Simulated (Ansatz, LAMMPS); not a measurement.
# Structural relaxation of amorphous Si at 1.97 g/cm^3 (80 atoms), part 3 of 4

Aim: bring amorphous Si at 1.97 g/cm^3 (80 atoms) to a nearby minimum of the energy and see what moves.

Ansatz 0.2.0; Kohn-Sham DFT, PBE, PAW (set soft_2), plane waves.

The cell: 80 Si. The quench rate of 10 K/ps is orders of magnitude faster than experiment. The network of bonds at the start is that of the classical potential that made the cell. The Brillouin zone is sampled at Γ only, in a cell whose shortest periodic width is 12 Å.

So far. Step 4 (Relaxation): The relaxation changed the energy by -24.7 meV/atom, and atoms moved by 0.19 Å r.m.s., 1.1 Å at most.

## 6. Single point at the relaxed geometry

One more single point at the end of the walk gives the fuller output and checks the residual forces.

The input, input.yaml:

```yaml
crystal:
  lattice:
    - [12.3744, 0.0, 0.0]
    - [0.0, 12.3744, 0.0]
    - [0.0, 0.0, 12.3744]
  atoms:
    - { symbol: Si, position: [0.82648, 0.68651, 0.54164] }
    - { symbol: Si, position: [0.38502, 0.15043, 0.20684] }
    - { symbol: Si, position: [0.88579, 0.2195, 0.61195] }
    - { symbol: Si, position: [0.36013, 0.74689, 0.47061] }
    - { symbol: Si, position: [0.56884, 0.89591, 0.55432] }
    - { symbol: Si, position: [0.11592, 0.29193, 0.35301] }
    - { symbol: Si, position: [0.36193, 0.40696, 0.43269] }
    - { symbol: Si, position: [0.51554, 0.71081, 0.57547] }
    - { symbol: Si, position: [0.10735, 0.61824, 0.50564] }
    - { symbol: Si, position: [0.20622, 0.58047, 0.99589] }
    - { symbol: Si, position: [0.78215, 0.69734, 0.99497] }
    - { symbol: Si, position: [0.51975, 0.61826, 0.86908] }
    - { symbol: Si, position: [0.40715, 0.40128, 0.63032] }
    - { symbol: Si, position: [0.59829, 0.31094, 0.8758] }
    - { symbol: Si, position: [0.75358, 0.45565, 0.20302] }
    - { symbol: Si, position: [0.65728, 0.5943, 0.50967] }
    - { symbol: Si, position: [0.25454, 0.30156, 0.70437] }
    - { symbol: Si, position: [0.02363, 0.10784, 0.52091] }
    - { symbol: Si, position: [0.44272, 0.34741, 0.98295] }
    - { symbol: Si, position: [0.58015, 0.30176, 0.67864] }
    - { symbol: Si, position: [0.69132, 0.27712, 0.1707] }
    - { symbol: Si, position: [0.41695, 0.58598, 0.17896] }
    - { symbol: Si, position: [0.27121, 0.09775, 0.04726] }
    - { symbol: Si, position: [0.25039, 0.84202, 0.22175] }
    - { symbol: Si, position: [0.29358, 0.23055, 0.36908] }
    - { symbol: Si, position: [0.98286, 0.72321, 0.24518] }
    - { symbol: Si, position: [0.64285, 0.5531, 0.32251] }
    - { symbol: Si, position: [0.90451, 0.63652, 0.71009] }
    - { symbol: Si, position: [0.23677, 0.69786, 0.72876] }
    - { symbol: Si, position: [0.61144, 0.7829, 0.93638] }
    - { symbol: Si, position: [0.40934, 0.86268, 0.32306] }
    - { symbol: Si, position: [0.96744, 0.1635, 0.34407] }
    - { symbol: Si, position: [0.18218, 0.22382, 0.52974] }
    - { symbol: Si, position: [0.49142, 0.87424, 0.06532] }
    - { symbol: Si, position: [0.50291, 0.74986, 0.20597] }
    - { symbol: Si, position: [0.69745, 0.87593, 0.41052] }
    - { symbol: Si, position: [0.84882, 0.87609, 0.52912] }
    - { symbol: Si, position: [0.10108, 0.40225, 0.76228] }
    - { symbol: Si, position: [0.69723, 0.42756, 0.59317] }
    - { symbol: Si, position: [0.92439, 0.332, 0.76824] }
    - { symbol: Si, position: [0.28942, 0.25675, 0.91149] }
    - { symbol: Si, position: [0.73404, 0.22038, 0.98658] }
    - { symbol: Si, position: [0.09746, 0.58879, 0.1606] }
    - { symbol: Si, position: [0.77063, 0.19504, 0.32953] }
    - { symbol: Si, position: [0.80011, 0.03374, 0.96809] }
    - { symbol: Si, position: [0.81382, 0.97198, 0.15089] }
    - { symbol: Si, position: [0.20474, 0.76357, 0.91331] }
    - { symbol: Si, position: [0.03299, 0.85264, 0.91068] }
    - { symbol: Si, position: [0.80337, 0.47837, 0.74081] }
    - { symbol: Si, position: [0.94395, 0.61981, 0.40378] }
    - { symbol: Si, position: [0.99071, 0.02836, 0.93153] }
    - { symbol: Si, position: [0.89242, 0.44873, 0.33211] }
    - { symbol: Si, position: [0.03332, 0.30933, 0.06681] }
    - { symbol: Si, position: [0.48256, 0.44996, 0.29053] }
    - { symbol: Si, position: [0.1553, 0.39454, 0.94472] }
    - { symbol: Si, position: [0.78839, 0.50526, 0.01975] }
    - { symbol: Si, position: [0.82146, 0.77968, 0.15938] }
    - { symbol: Si, position: [0.70812, 0.14894, 0.64345] }
    - { symbol: Si, position: [0.87723, 0.76931, 0.84625] }
    - { symbol: Si, position: [0.25175, 0.65067, 0.24593] }
    - { symbol: Si, position: [0.04526, 0.91409, 0.49542] }
    - { symbol: Si, position: [0.87977, 0.33742, 0.95939] }
    - { symbol: Si, position: [0.41675, 0.60363, 0.70318] }
    - { symbol: Si, position: [0.27184, 0.57981, 0.42325] }
    - { symbol: Si, position: [0.07704, 0.88375, 0.29853] }
    - { symbol: Si, position: [0.6654, 0.48803, 0.87703] }
    - { symbol: Si, position: [0.50671, 0.99994, 0.22237] }
    - { symbol: Si, position: [0.73472, 0.90062, 0.84104] }
    - { symbol: Si, position: [0.8078, 0.32902, 0.46759] }
    - { symbol: Si, position: [0.1885, 0.78684, 0.55788] }
    - { symbol: Si, position: [0.49797, 0.30129, 0.16627] }
    - { symbol: Si, position: [0.68908, 0.02206, 0.28923] }
    - { symbol: Si, position: [0.67844, 0.73723, 0.27574] }
    - { symbol: Si, position: [0.08938, 0.57837, 0.6915] }
    - { symbol: Si, position: [0.71905, 0.95328, 0.65537] }
    - { symbol: Si, position: [0.39956, 0.53855, 0.99787] }
    - { symbol: Si, position: [0.98939, 0.03024, 0.21142] }
    - { symbol: Si, position: [0.08235, 0.12179, 0.07169] }
    - { symbol: Si, position: [0.29932, 0.89472, 0.03714] }
    - { symbol: Si, position: [0.0474, 0.41595, 0.22801] }
kpoints:
  mp_grid: { grid: [1, 1, 1] }
hamiltonian:
  xc: pbe
scf:
  occupations: { method: fermi_dirac, width: 0.025 }
output:
  forces: true
  stress: true
  populations: true
  dos:
    method: { smearing: { sigma: 0.08 } }
    de: 0.05
    projected: { site_lists: { Si: [Si] } }
  eigenvalues: true
  write_density: true
  write_potential: true
  volumetric_format: npy
```

Command:

```
ansatz run input.yaml --threads 4 --pin off --max-ram 8192MiB --backend cpu --events-out ev --progress --plain --runs-dir out
```

Numbers of over 12 decimals in the logs are rounded to 6 here.

The log of the run:

```text
[...]
Crystal: 80 atoms, lattice volume = 1894.840 Å³
Basis set: ecut = 420 eV, 37121 PW (Γ), exchange–correlation on 180×180×180 points (8 copies of the dense FFT grid, shifted against one another)
Bands: 240, of which v1, the nominal top of the filled ones, is band 160 counted from 1 (159 counted from 0)
Symmetry: 1 space group operations
[...]
k-points: 1
[...]
SCF iter   1: F=—  HF=-50844.214372 eV  |F-HF|=—  |Δ(HF+E_count)|=         —  Δρ=3.76e-3  dr2=1.17e0  ethr=1.77e-3  ⟨swp⟩=7.0  Hψ=1243  notcnv=0  defer=37
[...]
SCF iter  11: F=-50844.038743 eV  HF=-50844.038743 eV  |F-HF|=1.19e-8  |Δ(HF+E_count)|=   3.80e-9  Δρ=4.94e-7  dr2=2.59e-8  ethr=3.13e-11  ⟨swp⟩=24.0  Hψ=2186  notcnv=0
SCF 1 converged in 11 iterations: F = -50844.038743 eV  dr2 = 2.59e-8
[...]
WARN: The input density's exchange-correlation potential varies sharply where the density is thin. Do not read a vacuum level from v_tot or v_xc, or from such a field of the output density. On a cell that repeats whose density bears no net charge and no dipole along the vacuum's axis use v_es (v_loc + v_h of the components); [...]
SCF converged after 11 iterations
Free energy (F): -50844.038743 eV
[...]
Internal energy: -50844.037790 eV  (E = F + TS)
E sigma→0 (E₀):  -50844.038267 eV
Entropy (-TS):   -0.000953 eV (-0.012 meV/atom)
Fermi energy:    4.608873 eV
[...]
--- Forces (eV/Å), atoms counted from 1 ---
  atom   1  Si    -0.00093281    -0.00049180     0.00328186
  atom   2  Si     0.00095038    -0.00330628    -0.00505062
  atom   3  Si     0.00063055     0.00160505    -0.00098295
  atom   4  Si     0.00303849    -0.00387187     0.00337255
  atom   5  Si    -0.00250474     0.00329017    -0.00027937
  atom   6  Si    -0.01072545     0.00887374    -0.00094400
  atom   7  Si     0.00498741    -0.00053344    -0.00116839
  atom   8  Si     0.00181174     0.00094072     0.00678553
  atom   9  Si     0.00199336     0.00172200    -0.00154219
  atom  10  Si    -0.00180087     0.00028638    -0.00448826
  atom  11  Si     0.00360132     0.00357523     0.00077605
  atom  12  Si    -0.00762722     0.00015743    -0.00450822
  atom  13  Si    -0.00827782    -0.00119880     0.00747997
  atom  14  Si    -0.00548810    -0.00411602    -0.00554097
[...]
atom  79  Si    -0.00259220     0.00506404    -0.00752889
  atom  80  Si     0.00290442    -0.00403396     0.00471510
  max |Σ_I F_I| component: 3.58e-5 eV/Å
--- Stress (GPa, compression-positive) ---
       -1.977892       0.646447       0.131955
        0.646447      -3.070665      -1.035629
        0.131955      -1.035629      -2.770941
  P = ⅓ Tr σ = -2.6065 GPa (-26.065 kbar)
--- Band table (eV) ---
[...]
--- Löwdin populations: 80 sites ---
  site symbol       q [e]
     0     Si      3.9307
     1     Si      3.9698
     2     Si      3.9514
[...]
79     Si      3.9726
  spilling = 0.011161 (of n_electrons = 320.000000)
```

Wall time 21 s (4 threads of Arm Neoverse V1, shared host); peak memory 1.7 GiB.

The program notes that the exchange-correlation potential is rough where the density is thin.

Numbers from this run:

```yaml
free_energy: -50844.0387 eV
free_energy_per_atom: -635.5505 eV/atom
scf_cycles: 11
pressure: -2.606 GPa
r_m_s_force_component: 0.00375 eV/Å
longest_force: 0.0192 eV/Å
fermi_energy: 4.609 eV
spacing_of_highest_filled_and_lowest_empty_level: 0.3369 eV
spilling_of_the_projection: 0.01116
```

The mean of these charges, 0.045 e, is only the charge that the projection spills.

Löwdin charges by element and coordination (they lack the spilled electrons, 0.045 e an atom on average):

```
element  coordination  atoms  mean charge (e)  spread    least   most
     Si           all     80           0.0446  0.0325   -0.126  0.163
     Si             3      4           0.0132   0.103   -0.126  0.163
     Si             4     76           0.0463  0.0224  -0.0049  0.123
```

Density of states as counts of states in windows of 0.5 eV (from the Fermi level), total and the larger projections:

```
from (eV)  to (eV)  total  Si p  Si s
      -10     -9.5    9.9   2.9   6.9
     -9.5       -9    9.1   2.8   6.2
       -9     -8.5   10.4   3.4   7.0
     -8.5       -8   14.3   5.0   9.3
       -8     -7.5   14.6   5.6   8.9
     -7.5       -7   10.1   4.3   5.8
       -7     -6.5   10.7   5.1   5.5
     -6.5       -6    9.2   4.8   4.3
       -6     -5.5    9.2   5.3   3.8
     -5.5       -5    9.9   6.4   3.4
       -5     -4.5   13.8   8.9   4.7
     -4.5       -4    9.3   7.0   2.2
       -4     -3.5   16.5  13.9   2.4
     -3.5       -3   20.2  17.9   2.0
       -3     -2.5   24.5  22.5   1.7
     -2.5       -2   29.2  26.9   1.9
       -2     -1.5   23.7  22.0   1.3
     -1.5       -1   25.9  24.1   1.3
       -1     -0.5   13.1  12.2   0.6
     -0.5        0    8.5   7.4   0.8
        0      0.5    4.0   2.9   0.8
      0.5        1    7.9   5.3   2.0
        1      1.5   17.6  11.5   4.4
      1.5        2   22.6  14.5   5.3
        2      2.5   25.8  17.0   5.0
      2.5        3   25.9  17.0   4.4
```

Between -12 and -10 eV lie 28 more states.

The levels nearest the highest filled one (over half full), pooled over k-points and spins:

```
level less the highest filled one (eV)  occupation
                                -0.455           2
                                -0.338           2
                                -0.264           2
                                -0.165           2
                               -0.0708           2
                                     0        2.00
                                 0.337       0.002
                                 0.569           0
                                 0.794           0
                                 0.971           0
                                  1.04           0
                                  1.14           0
```

Electrostatic potential energy in the ac plane at fractional y = 0.589, with atoms of Si within 0.2 Å of it. With pseudopotentials it is smooth inside the atoms' cores, unlike the true potential.

Ten even steps from '0' (-49 eV) to '9' (9 eV), each cell a mean:
```
99998510158875468999999999988999999
99999865689998888667899999999999999
99999999999999986202689999999999999
99999999999999986202689999999999999
99999999999999988767899999999999999
98767899999986557899999999999886789
85102689999972003799999999999853368
84000589999972003799999999999864478
97545799999987667999999999999988889
99888899999999999999998889999999999
98644689999999999999863247999999999
97300378888999999999730005899999999
88522577523689999999852137999998777
78888886100379999999987789999986213
78999997311589999999887789999985102
89999999877899999999741268999998657
99999999888999999999731258999999999
99999997667898888999876789999999999
98655788667874225899999999999999999
85100488889861002799999999999999999
86100489999974225899999999999999999
98656788999998788999999999999999999
99998754589987789999999999888999999
99998500058874358999999999888899999
```
Columns run along a (12.4 Å; values clipped at the 3rd and 97th percentile), rows up along c (12.4 Å). Atoms in or near the plane, at fractional coordinates: Si at (0.21, 0.00), Si at (0.66, 0.51), Si at (0.42, 0.18), Si at (0.10, 0.16), Si at (0.42, 0.70), Si at (0.27, 0.42), Si at (0.09, 0.69).

Valence density in the ac plane at fractional y = 0.589, with atoms of Si within 0.2 Å of it. It is the smooth field of the valence electrons, not physical close to the nuclei.

Ten even steps from '0' (0.01 e/Å³) to '9' (0.54 e/Å³), each cell a mean:
```
00013543476666687532111123566421000
00002355443334689865432222332210000
00000122111112367646864322111000000
00000000000001256546764321111000000
11111111100112468865432111112222211
44445432212245678642110000124576544
87536754223465336521000000124797677
77424653222355345421000000123576567
46788631111134555321111111112344433
24798531000011222222233433222232211
24787642111100011123465566433222111
46644675443321000113562147533333222
78755899855642100012466565322235556
77655678523652100001368964211246546
54222246655541000001368863101246645
32100124787421000012455663100135665
21111124676421111123555664210112333
22223456666554444322345653210001111
34556777667787556521122222110000011
46424886445685225521000011100000002
35434764322356666410000000111000001
13568875322247985210000001222110000
01246886554457774210000012465421000
00124642477666565310000013688631000
```
Columns run along a (12.4 Å), rows up along c (12.4 Å). Atoms in or near the plane, at fractional coordinates: Si at (0.21, 0.00), Si at (0.66, 0.51), Si at (0.42, 0.18), Si at (0.10, 0.16), Si at (0.42, 0.70), Si at (0.27, 0.42), Si at (0.09, 0.69).

Löwdin charges run from -0.13 to +0.16 e, about a mean that is the spilled charge alone. Within 0.4 eV of the Fermi level the largest share is Si p (86 % of the projected weight).

A closer look about Si48, which has 3 bonded neighbours where the commonest count for Si is 4: 13 atoms, nearest first, numbered in the order of the input, with positions taken from that point.

```
atom      x      y      z  distance (Å)  bonds  Löwdin charge (e)
Si48   0.00   0.00   0.00          0.00      3               0.02
Si51  -0.52   2.17   0.26          2.25      3               0.00
Si59  -1.93  -1.03  -0.80          2.33      4               0.05
Si47   2.13  -1.10   0.03          2.39      4               0.05
Si79   3.30   0.52   1.56          3.69      4               0.06
Si45  -2.88   2.24   0.71          3.72      4               0.05
Si11  -3.10  -1.92   1.04          3.80      4               0.07
Si68  -3.69   0.59  -0.86          3.84      4               0.06
Si29   2.52  -1.92  -2.25          3.89      4               0.04
Si78   0.61   3.33   1.99          3.93      4               0.06
Si28  -1.59  -2.67  -2.48          3.98      4               0.02
Si10   2.14  -3.37   1.05          4.13      4               0.09
Si57  -2.62  -0.90   3.08          4.14      4               0.04
```

The column of bonds counts only the pairs Si-Si within 2.93 Å; other neighbours, such as metal atoms beside each other in a compound, aren't counted, and periodic images can show an atom twice.

(Part 3 of 4 ends here.)

[Logs are printed without paths, hosts, clocks, repeated set-up lines and the standing remarks that a program may print on its own settings, such as how far it seeks lower states.]

[Hosts, paths, dates, database ids (printed as entryN), source tags and the programs' standing remarks are cut or masked in the printed files.]
